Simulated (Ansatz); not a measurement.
**Nb2BN, from a guessed structure to a relaxed one**

Starting from a made-up structure for Nb2BN, the aim is the relaxed cell, its shortest contacts and, where a second run follows, its electronic structure.

Method: DFT, r2SCAN, plane-wave PAW, default files, scalar-relativistic, no spin, cell and ions relaxed at zero pressure, in the first sound run; inputs show where later runs differ, in Ansatz 0.2.0.

**1. The starting structure**

Symmetry: R-3m, No. 166, trigonal system. The conventional cell has a = 3.000 Å, b = 3.000 Å, c = 14.881 Å, α = 90.00°, β = 90.00°, γ = 120.00°. Nearest to Nb lie 3 B at 2.12 Å and 3 N at 2.14 Å. Nearest to N lie 6 Nb at 2.14 Å. B has 6 Nb at 2.12 Å nearest. Farther neighbours and most contacts between anions are not listed.

**2. Relaxation of the guess**

The guessed cell has no reason to be at equilibrium. It is relaxed with the atoms, within the space group of the guess.

input.yaml reads:

```yaml
crystal:
  lattice:
    - [1.5, 0.866025404, 4.960333333]
    - [-1.5, 0.866025404, 4.960333333]
    - [0.0, -1.732050808, 4.960333333]
  atoms:
    - { symbol: Nb, position: [0.250800002, 0.250800002, 0.250800002] }
    - { symbol: Nb, position: [0.749199998, 0.749199998, 0.749199998] }
    - { symbol: "N", position: [0.5, 0.5, 0.5] }
    - { symbol: B, position: [0.0, 0.0, 0.0] }
kpoints:
  mp_grid: { grid: [10, 10, 10] }
scf:
  occupations: { method: fermi_dirac, width: 0.05 }
hamiltonian:
  xc: r2scan
  pseudopotentials: { kind: paw }
relax:
  f_tol: 0.015
  max_steps: 70
  cell: {}
output:
  forces: true
  stress: true
```

Command:

```sh
ansatz run input.yaml --threads 4 --pin off --max-ram 8192MiB --backend cpu --events-out ev --progress --plain --runs-dir out
```

Numbers of over 12 decimals in the logs are rounded to 6 here.

The log of the run:

```text
basis.fft_grid_basis auto: the FFT boxes are laid along the combinations [[1, 0, -1], [0, 1, -1], [0, 0, 1]] of the cell's own vectors, 3.000, 3.000 and 5.254 Å long. The dense box has 24×24×40 points. Along the cell's own vectors, as sized, it would have 40×40×40, 2.78 times as many. Of the 12 symmetry operations that the crystal satisfies within crystal.symmetry.tolerance (time reversal apart; of a slab, those that [...]
Engine: ansatz 0.2.0, aarch64-unknown-linux-gnu
Pseudopotentials: kind: paw
Pseudopotential: Nb, paw, valence charge 13, recommended cutoff 500 eV (meta_gga), Nb.paw.azcp
Pseudopotential: N, paw, valence charge 5, recommended cutoff 500 eV (meta_gga), N.paw.azcp
Pseudopotential: B, paw, valence charge 3, recommended cutoff 500 eV (meta_gga), B.paw.azcp
Functional definition: r2SCAN
  parameter k0 = 0.174
  parameter k1 = 0.065
  parameter a1 = 4.9479
  exchange = r2scan_x(k0 = k0, k1 = k1, a1 = a1)
  correlation = r2scan_c
Crystal: 4 atoms, lattice volume = 38.662 Å³
Basis set: ecut = 500 eV, 1009 PW (Γ), FFT grids on a1−a3, a2−a3, a3, exchange–correlation on 96×96×160 points (64 copies of the dense FFT grid, shifted against one another)
Bands: 21, of which v1, the nominal top of the filled ones, is band 17 counted from 1 (16 counted from 0)
Symmetry: 12 space group operations
Space group: R-3m (ITA 166), of the structure as read, at distance tolerance 3.4e-5 Å
k-points: 116 of 1000
Non-local potential: Nb, projectors of the file, l = 0: 3, l = 1: 2, l = 2: 2, l = 3: 1
Non-local potential: N, projectors of the file, l = 0: 2, l = 1: 2, l = 2: 1
Non-local potential: B, projectors of the file, l = 0: 2, l = 1: 2, l = 2: 1
PAW form: soft (Blöchl's): semilocal exchange-correlation on the pseudo side does not see the compensation charge
PAW frozen core: Nb, regenerated for the run's functional (the file was generated under x = pbe(κ = 0.804, μ = 0.219515), c = pbe(β = 0.066725))
PAW frozen core: N, regenerated for the run's functional (the file was generated under x = pbe(κ = 0.804, μ = 0.219515), c = pbe(β = 0.066725))
PAW frozen core: B, regenerated for the run's functional (the file was generated under x = pbe(κ = 0.804, μ = 0.219515), c = pbe(β = 0.066725))
PAW one-centre angular grid: Nb, 590 points (default); XC on 160 Gauss nodes
PAW one-centre angular grid: N, 302 points (default); XC on 160 Gauss nodes
PAW one-centre angular grid: B, 302 points (default); XC on 160 Gauss nodes
Initial density: superposition of atomic densities (neutral atoms: chi_scale 0, normalization atom), corrected by the library's trained network
Initial wavefunctions: pseudopotential atomic-orbital guess
Functional: x = r2scan, c = r2scan; τ floored in thin density (d = 2e-4 eV/Å³)
SCF iter   1: F=—  HF=-9670.773782 eV  |F-HF|=—  |Δ(HF+E_count)|=         —  Δρ=1.38e-2  dr2=1.06e-1  dr2_τ=4.14e-1  ethr=1.77e-3  ⟨swp⟩=5.9  Hψ=11841  notcnv=0
preconditioner: auto → Kerker (q_TF=auto, 2.670 Å⁻¹)  [metal: Δε(μ)=0.013 eV  Ē_g=8.964 eV  σ=0.050 eV  W_gap=0.06  n_scr=16 (ndim 8)  ℏωp=25.3 eV  f_vac=0.000  D(μ)=0.91/eV (n_scr^D=2)]
SCF iter   2: F=—  HF=-9670.839740 eV  |F-HF|=—  |Δ(HF+E_count)|=   6.60e-2  Δρ=8.27e-3  dr2=3.48e-2  dr2_τ=1.33e-3  ethr=3.10e-4  ⟨swp⟩=2.0  Hψ=4872  notcnv=0
SCF iter   3: F=—  HF=-9670.838489 eV  |F-HF|=—  |Δ(HF+E_count)|=   1.25e-3  Δρ=1.84e-3  dr2=3.14e-3  dr2_τ=1.33e-4  ethr=1.02e-4  ⟨swp⟩=2.0  Hψ=3798  notcnv=0
SCF iter   4: F=—  HF=-9670.838613 eV  |F-HF|=—  |Δ(HF+E_count)|=   1.23e-4  Δρ=1.23e-3  dr2=5.47e-4  dr2_τ=1.09e-4  ethr=9.23e-6  ⟨swp⟩=2.0  Hψ=3490  notcnv=0
SCF iter   5: F=—  HF=-9670.838560 eV  |F-HF|=—  |Δ(HF+E_count)|=   5.31e-5  Δρ=3.05e-4  dr2=6.65e-5  dr2_τ=6.53e-6  ethr=1.61e-6  ⟨swp⟩=2.0  Hψ=3449  notcnv=0
SCF iter   6: F=—  HF=-9670.838565 eV  |F-HF|=—  |Δ(HF+E_count)|=   5.89e-6  Δρ=7.56e-5  dr2=1.96e-6  dr2_τ=9.23e-8  ethr=1.96e-7  ⟨swp⟩=2.0  Hψ=3602  notcnv=0
SCF iter   7: F=—  HF=-9670.838567 eV  |F-HF|=—  |Δ(HF+E_count)|=   1.45e-6  Δρ=2.16e-5  dr2=1.54e-7  dr2_τ=6.73e-9  ethr=5.76e-9  ⟨swp⟩=2.1  Hψ=4055  notcnv=0
SCF iter   8: F=-9670.838567 eV  HF=-9670.838567 eV  |F-HF|=7.28e-12  |Δ(HF+E_count)|=   1.18e-7  Δρ=5.37e-6  dr2=9.69e-9  dr2_τ=4.82e-10  ethr=2.94e-10  ⟨swp⟩=4.7  Hψ=8760  notcnv=0
SCF 1 converged in 8 iterations: F = -9670.838567 eV  dr2 = 9.69e-9
  greatest PAW one-centre occupation: 1.000 electrons in one spin orbital (limit 2), on the Nb atom at site 1 (counted from 0), in its partial waves of l = 0
relax step   1: F+E_penalty+E_count = -9670.83856696 eV  Δ(F+E_penalty+E_count) = +0.000e0 eV  max|allowed force component| = 2.751e-1 eV/Å  Δτ_max = 0.0000 Å  P = +69.477 GPa  Ω = 38.662 Å³  (8 SCF iters, dr2 threshold 1.00e-7 eV, accepted)
Crystal: 4 atoms, lattice volume = 44.453 Å³
Basis set: ecut = 500 eV, 1105 PW (Γ), FFT grids on a1−a3, a2−a3, a3, exchange–correlation on 96×96×160 points (64 copies of the dense FFT grid, shifted against one another)
Initial density: handed on by an earlier stage of this run
Initial wavefunctions: those handed on with the density
iter 1 solved again at ethr=1.47e-3 eV; its pass at ethr=3.10e-3 eV (dr2=4.99e-1 eV) is discarded
SCF iter   1: F=—  HF=-9671.412162 eV  |F-HF|=—  |Δ(HF+E_count)|=         —  Δρ=2.14e-2  dr2=5.05e-1  dr2_τ=7.69e-1  ethr=1.47e-3  ⟨swp⟩=1.0  Hψ=15443  notcnv=0
preconditioner: auto → Kerker (q_TF=auto, 2.609 Å⁻¹)  [metal: Δε(μ)=0.047 eV  Ē_g=7.847 eV  σ=0.050 eV  W_gap=0.22  n_scr=16 (ndim 8)  ℏωp=23.6 eV  f_vac=0.000  D(μ)=1.06/eV (n_scr^D=2)]
SCF iter   2: F=—  HF=-9672.196974 eV  |F-HF|=—  |Δ(HF+E_count)|=   7.85e-1  Δρ=1.45e-2  dr2=2.03e-1  dr2_τ=3.95e-3  ethr=1.47e-3  ⟨swp⟩=3.0  Hψ=4815  notcnv=0
SCF iter   3: F=—  HF=-9672.166010 eV  |F-HF|=—  |Δ(HF+E_count)|=   3.10e-2  Δρ=7.25e-3  dr2=2.94e-2  dr2_τ=3.88e-3  ethr=5.97e-4  ⟨swp⟩=2.0  Hψ=3945  notcnv=0
SCF iter   4: F=—  HF=-9672.161184 eV  |F-HF|=—  |Δ(HF+E_count)|=   4.83e-3  Δρ=2.29e-3  dr2=3.28e-3  dr2_τ=8.60e-4  ethr=8.65e-5  ⟨swp⟩=2.0  Hψ=4685  notcnv=0
SCF iter   5: F=—  HF=-9672.161009 eV  |F-HF|=—  |Δ(HF+E_count)|=   1.75e-4  Δρ=9.02e-4  dr2=9.73e-4  dr2_τ=2.27e-5  ethr=9.64e-6  ⟨swp⟩=2.0  Hψ=3210  notcnv=0
SCF iter   6: F=—  HF=-9672.160982 eV  |F-HF|=—  |Δ(HF+E_count)|=   2.66e-5  Δρ=3.48e-4  dr2=7.27e-5  dr2_τ=2.98e-6  ethr=2.86e-6  ⟨swp⟩=2.0  Hψ=3354  notcnv=0
SCF iter   7: F=—  HF=-9672.160982 eV  |F-HF|=—  |Δ(HF+E_count)|=   4.70e-8  Δρ=4.58e-5  dr2=1.04e-6  dr2_τ=8.95e-8  ethr=2.14e-7  ⟨swp⟩=2.0  Hψ=3493  notcnv=0
[...]
iter 1 solved again at ethr=3.23e-5 eV; its pass at ethr=3.10e-3 eV (dr2=1.10e-2 eV) is discarded
SCF iter   1: F=—  HF=-9672.170512 eV  |F-HF|=—  |Δ(HF+E_count)|=         —  Δρ=3.24e-3  dr2=1.11e-2  dr2_τ=3.75e-2  ethr=3.23e-5  ⟨swp⟩=1.1  Hψ=14791  notcnv=0
preconditioner: auto → Kerker (q_TF=auto, 2.598 Å⁻¹)  [metal: Δε(μ)=0.006 eV  Ē_g=7.805 eV  σ=0.050 eV  W_gap=0.03  n_scr=16 (ndim 8)  ℏωp=23.3 eV  f_vac=0.000  D(μ)=1.08/eV (n_scr^D=2)]
SCF iter   2: F=—  HF=-9672.208923 eV  |F-HF|=—  |Δ(HF+E_count)|=   3.84e-2  Δρ=2.42e-3  dr2=5.15e-3  dr2_τ=1.06e-4  ethr=3.23e-5  ⟨swp⟩=2.0  Hψ=4640  notcnv=0
SCF iter   3: F=—  HF=-9672.208599 eV  |F-HF|=—  |Δ(HF+E_count)|=   3.25e-4  Δρ=2.15e-3  dr2=2.61e-3  dr2_τ=3.61e-4  ethr=1.51e-5  ⟨swp⟩=2.0  Hψ=3511  notcnv=0
SCF iter   4: F=—  HF=-9672.208123 eV  |F-HF|=—  |Δ(HF+E_count)|=   4.76e-4  Δρ=4.38e-4  dr2=1.91e-4  dr2_τ=1.09e-5  ethr=7.68e-6  ⟨swp⟩=2.0  Hψ=3341  notcnv=0
SCF iter   5: F=—  HF=-9672.208109 eV  |F-HF|=—  |Δ(HF+E_count)|=   1.35e-5  Δρ=2.10e-4  dr2=3.09e-5  dr2_τ=1.50e-6  ethr=5.62e-7  ⟨swp⟩=2.0  Hψ=3456  notcnv=0
SCF iter   6: F=—  HF=-9672.208106 eV  |F-HF|=—  |Δ(HF+E_count)|=   3.82e-6  Δρ=5.11e-5  dr2=1.42e-6  dr2_τ=1.15e-7  ethr=9.08e-8  ⟨swp⟩=2.0  Hψ=3496  notcnv=0
SCF iter   7: F=-9672.208106 eV  HF=-9672.208106 eV  |F-HF|=9.49e-9  |Δ(HF+E_count)|=   1.28e-8  Δρ=7.08e-6  dr2=2.83e-8  dr2_τ=8.27e-10  ethr=1.18e-9  ⟨swp⟩=4.5  Hψ=8025  notcnv=0
SCF 3 converged in 7 iterations: F = -9672.208106 eV  dr2 = 2.83e-8
relax step   3: F+E_penalty+E_count = -9672.20810563 eV  Δ(F+E_penalty+E_count) = -4.712e-2 eV  max|allowed force component| = 1.392e-1 eV/Å  Δτ_max = 0.0084 Å  P = +2.217 GPa  Ω = 45.643 Å³  energy of the carried Pulay correction = -3.952e-3 eV  (7 SCF iters, dr2 threshold 4.00e-7 eV, accepted)
[...]
relax step   4: F+E_penalty+E_count = -9672.20784318 eV  Δ(F+E_penalty+E_count) = +2.624e-4 eV  max|allowed force component| = 7.488e-2 eV/Å  Δτ_max = 0.0065 Å  P = -0.308 GPa  Ω = 46.075 Å³  energy of the carried Pulay correction = -4.176e-3 eV  (6 SCF iters, dr2 threshold 4.00e-7 eV, rejected (line search))
[...]
relax step   5: F+E_penalty+E_count = -9672.21175289 eV  Δ(F+E_penalty+E_count) = -3.647e-3 eV  max|allowed force component| = 3.659e-2 eV/Å  Δτ_max = 0.0070 Å  P = -0.047 GPa  Ω = 46.034 Å³  energy of the carried Pulay correction = -4.154e-3 eV  (8 SCF iters, accepted)
[...]
relax step   6: F+E_penalty+E_count = -9672.21183630 eV  Δ(F+E_penalty+E_count) = -8.341e-5 eV  max|allowed force component| = 8.343e-3 eV/Å  Δτ_max = 0.0012 Å  P = +0.048 GPa  Ω = 46.013 Å³  energy of the carried Pulay correction = -4.144e-3 eV  (5 SCF iters, dr2 threshold 8.45e-8 eV, accepted)
[...]
relax step   7: F+E_penalty+E_count = -9672.21183653 eV  Δ(F+E_penalty+E_count) = -2.363e-7 eV  max|allowed force component| = 7.385e-5 eV/Å  Δτ_max = 0.0003 Å  P = -0.000 GPa  Ω = 46.020 Å³  energy of the carried Pulay correction = -4.147e-3 eV  (6 SCF iters, dr2 threshold 6.45e-9 eV, accepted)
[...]
relax step   8: F+E_penalty+E_count = -9672.21701984 eV  Δ(F+E_penalty+E_count) = -5.183e-3 eV  max|allowed force component| = 8.740e-4 eV/Å  Δτ_max = 0.0000 Å  P = +0.070 GPa  Ω = 46.020 Å³  stress off target by 7.09e-2 GPa  SCF on the basis re-selected at this cell (its energy is not comparable with the rows above)  (7 SCF iters)
[...]
relax step   9: F+E_penalty+E_count = -9672.21701651 eV  Δ(F+E_penalty+E_count) = +3.325e-6 eV  max|allowed force component| = 5.516e-5 eV/Å  Δτ_max = 0.0000 Å  P = +0.000 GPa  Ω = 46.031 Å³  energy of the carried Pulay correction = -5.823e-6 eV  (5 SCF iters, dr2 threshold 1.26e-8 eV, accepted)
iter 1 solved again at ethr=1.56e-8 eV; its pass at ethr=3.10e-3 eV (dr2=5.30e-6 eV) is discarded
SCF iter   1: F=—  HF=-9672.217023 eV  |F-HF|=—  |Δ(HF+E_count)|=         —  Δρ=2.10e-6  dr2=3.78e-9  dr2_τ=6.34e-10  ethr=1.56e-8  ⟨swp⟩=3.4  Hψ=18952  notcnv=0
SCF iter   2: F=—  HF=-9672.217023 eV  |F-HF|=—  |Δ(HF+E_count)|=   1.64e-7  Δρ=1.13e-6  dr2=1.81e-9  dr2_τ=5.54e-11  ethr=1.11e-11  ⟨swp⟩=2.3  Hψ=3696  notcnv=0
SCF iter   3: F=—  HF=-9672.217023 eV  |F-HF|=—  |Δ(HF+E_count)|=  3.46e-11  Δρ=7.64e-7  dr2=4.60e-10  dr2_τ=4.66e-11  ethr=5.32e-12  ⟨swp⟩=2.1  Hψ=3183  notcnv=0
SCF iter   4: F=-9672.217023 eV  HF=-9672.217023 eV  |F-HF|=0.00e0  |Δ(HF+E_count)|=  4.00e-11  Δρ=1.24e-7  dr2=6.57e-12  dr2_τ=1.66e-12  ethr=1.00e-12  ⟨swp⟩=3.4  Hψ=10751  notcnv=0
SCF 10 converged in 4 iterations: F = -9672.217023 eV  dr2 = 6.57e-12
relax step  10: F+E_penalty+E_count = -9672.21702279 eV  Δ(F+E_penalty+E_count) = -6.278e-6 eV  max|allowed force component| = 2.288e-5 eV/Å  Δτ_max = 0.0000 Å  P = +0.000 GPa  Ω = 46.031 Å³  stress off target by 6.82e-4 GPa  SCF on the basis re-selected at this cell (its energy is not comparable with the rows above)  (4 SCF iters)
basis re-selected at this cell: Δ(F+E_penalty+E_count) = -6.278e-6 eV, ΔP = -0.000 GPa vs the last step (what re-selecting the basis moved, of the pressure what is left beyond the Pulay correction that the steps carried, after the strain that the cell walked since its last selection, with what the two solves' SCF thresholds leave and, on support functions, any second-order correction that the steps lacked; it is no m [...]
SCF converged after 4 iterations
Free energy (F): -9672.217023 eV
Harris-Foulkes:  -9672.217023 eV  (|F-HF|=0.00e0)
Internal energy: -9672.208171 eV  (E = F + TS)
E sigma→0 (E₀):  -9672.212597 eV
Entropy (-TS):   -0.008852 eV (-2.213 meV/atom)
Fermi energy:    18.106679 eV
--- Per-component energies (eV) ---
  E_band       = -115.898155
  E_kinetic    = 968.546436
  E_local      = -1494.069769  (includes V_loc(G=0)·N_el)
  E_nonlocal   = 291.716367
  E_hartree    = 459.811083
  E_xc         = -432.712600
  E_vxc        = -601.465158  (∫ρ·V_xc dr)
  E_paw        = -6387.704745  (= ΣΔE_a)
  E_vpaw       = -236.233791  (= ΣTr[D̂ρ^β])
  E_aug_tail   = 0.000023  (compensation charges beyond the density's cutoff)
  E_vtau       = 35.985523  (kinetic-family band-sum trace: ∫τ·v_τ [+ j·A + Jᵃ·Aᵃ] dr)
  E_ewald      = -3077.362098
  E_core_change = -0.432868  (= ΣΔE_core)
  E_smearing   = -0.008852  (= −TS)
  E_closure    = 0.000000  (closes the sum)
  Σ components = -9672.217023   (vs F -9672.217023, Δ=0.00e0)
--- Forces (eV/Å), atoms counted from 1 ---
  atom   1  Nb     0.00000000     0.00000000    -0.00002288
  atom   2  Nb     0.00000000    -0.00000000     0.00002288
  atom   3  N     -0.00000000    -0.00000000    -0.00000000
  atom   4  B      0.00000000    -0.00000000    -0.00000000
  max |Σ_I F_I| component: 2.89e-18 eV/Å
--- Stress (GPa, compression-positive) ---
        0.000323       0.000000       0.000000
        0.000000       0.000323       0.000000
        0.000000       0.000000       0.000682
  P = ⅓ Tr σ = 0.0004 GPa (0.004 kbar)
--- Band table (eV; the first three rows and the last of 116) ---
  k-point 0: bands = [... 13 lower, 16.8896, 16.9797, 16.9797, 17.0863, 17.6954, 17.6954, 18.5829, 18.5829]
  k-point 1: bands = [... 13 lower, 15.9092, 16.1938, 16.5272, 16.8851, 17.9442, 18.1089, 19.1594, 19.8277]
  k-point 2: bands = [... 13 lower, 14.5327, 15.2580, 15.9499, 16.8249, 18.5930, 18.8621, 19.7812, 19.8278]
  k-point 115: bands = [... 13 lower, 13.4232, 15.2128, 15.2128, 18.1465, 18.1465, 18.4897, 18.8413, 18.8413]
--- Relaxed structure (8 steps of the walk, 7 accepted, 2 SCFs on fresh bases) ---
  F+E_penalty+E_count = -9672.21702279 eV   max|allowed force component| = 2.288e-5 eV/Å   (the final SCF, on the basis selected at the relaxed cell)
  cell:  # Å, volume = 46.0309 Å³
    - [1.591085, 0.918613, 5.248953]
    - [-1.591085, 0.918613, 5.248953]
    - [0, -1.837226, 5.248953]
  atoms:
    - { symbol: Nb, position: [0.252345, 0.252345, 0.252345] }
    - { symbol: Nb, position: [0.747655, 0.747655, 0.747655] }
    - { symbol: N, position: [0.500000, 0.500000, 0.500000] }
    - { symbol: B, position: [0, 0, 0] }
```

Wall time 24 s (4 threads of Arm Neoverse V2, shared host); peak memory 0.55 GiB.

Relaxation path:

| step | energy less that of the first step (eV) | largest force component (eV/Å) | pressure (GPa) | volume (Å³) |
| --- | --- | --- | --- | --- |
| 1 | 0.0000 | 0.2751 | 69.48 | 38.66 |
| 2 | -1.3224 | 0.2542 | 10.11 | 44.45 |
| 3 | -1.3695 | 0.1392 | 2.22 | 45.64 |
| 4 | -1.3693 | 0.0749 | -0.31 | 46.07 |
| 5 | -1.3732 | 0.0366 | -0.05 | 46.03 |
| 6 | -1.3733 | 0.0083 | 0.05 | 46.01 |
| 7 | -1.3733 | 0.0001 | 0.00 | 46.02 |
| 8* | -1.3785 | 0.0009 | 0.07 | 46.02 |
| 9 | -1.3785 | 0.0001 | 0.00 | 46.03 |
| 10* | -1.3785 | 0.0000 | 0.00 | 46.03 |

Relaxation steps marked * repeat the geometry before them on a plane-wave basis chosen anew for their cell, so energy and pressure can jump there. Relaxation step 4 was tried and not accepted.

Forces are held to the 12 operations that the run works with; a distortion that breaks them can't arise in this run.

| conventional cell, symmetrised | before | after | change |
| --- | --- | --- | --- |
| a (Å) | 3.000 | 3.182 | +6.1 % |
| b (Å) | 3.000 | 3.182 | +6.1 % |
| c (Å) | 14.881 | 15.747 | +5.8 % |
| volume (Å³/atom) | 9.67 | 11.51 | +19.1 % |

The atoms that moved most (Å, as changes of fractional coordinates times the final cell):

| atom | dx | dy | dz | length |
| --- | --- | --- | --- | --- |
| Nb1 | 0.000 | 0.000 | 0.024 | 0.024 |
| Nb2 | 0.000 | 0.000 | -0.024 | 0.024 |

Final coordinates:

```xyz
4
Lattice="1.5911 0.9186 5.2490 -1.5911 0.9186 5.2490 0.0000 -1.8372 5.2490" Properties=species:S:1:pos:R:3 pbc="T T T"
Nb    0.0000    0.0000    3.9736
Nb    0.0000    0.0000   11.7732
N     0.0000    0.0000    7.8734
B     0.0000    0.0000    0.0000
```

Numbers from this step:

- free energy: -9672.2170 eV
- energy at zero smearing: -9672.2126 eV
- smearing term TS: 0.008852 eV
- Fermi energy: 18.11 eV
- electrons: 34
- symmetry operations: 12
- pressure: 4.43e-4 GPa

The shortest distance of each pair, which need not be the same contact before and after:

| pair | guess (Å) | relaxed (Å) |
| --- | --- | --- |
| B–Nb | 2.123 | 2.236 |
| N–Nb | 2.137 | 2.279 |
| Nb–Nb | 3.000 | 3.143 |
| N–N | 3.000 | 3.182 |
| B–B | 3.000 | 3.182 |

The relaxation ends with a largest force component of 2.3e-5 eV/Å and a pressure of 0.00 GPa.

(Continued in part 2 of 2.)

[Logs are printed without paths, hosts, clocks, repeated set-up lines and the standing remarks that a program may print on its own settings, such as how far it seeks lower states.]

[Hosts, paths, dates, database ids (printed as entryN), source tags and the programs' standing remarks are cut or masked in the printed files.]
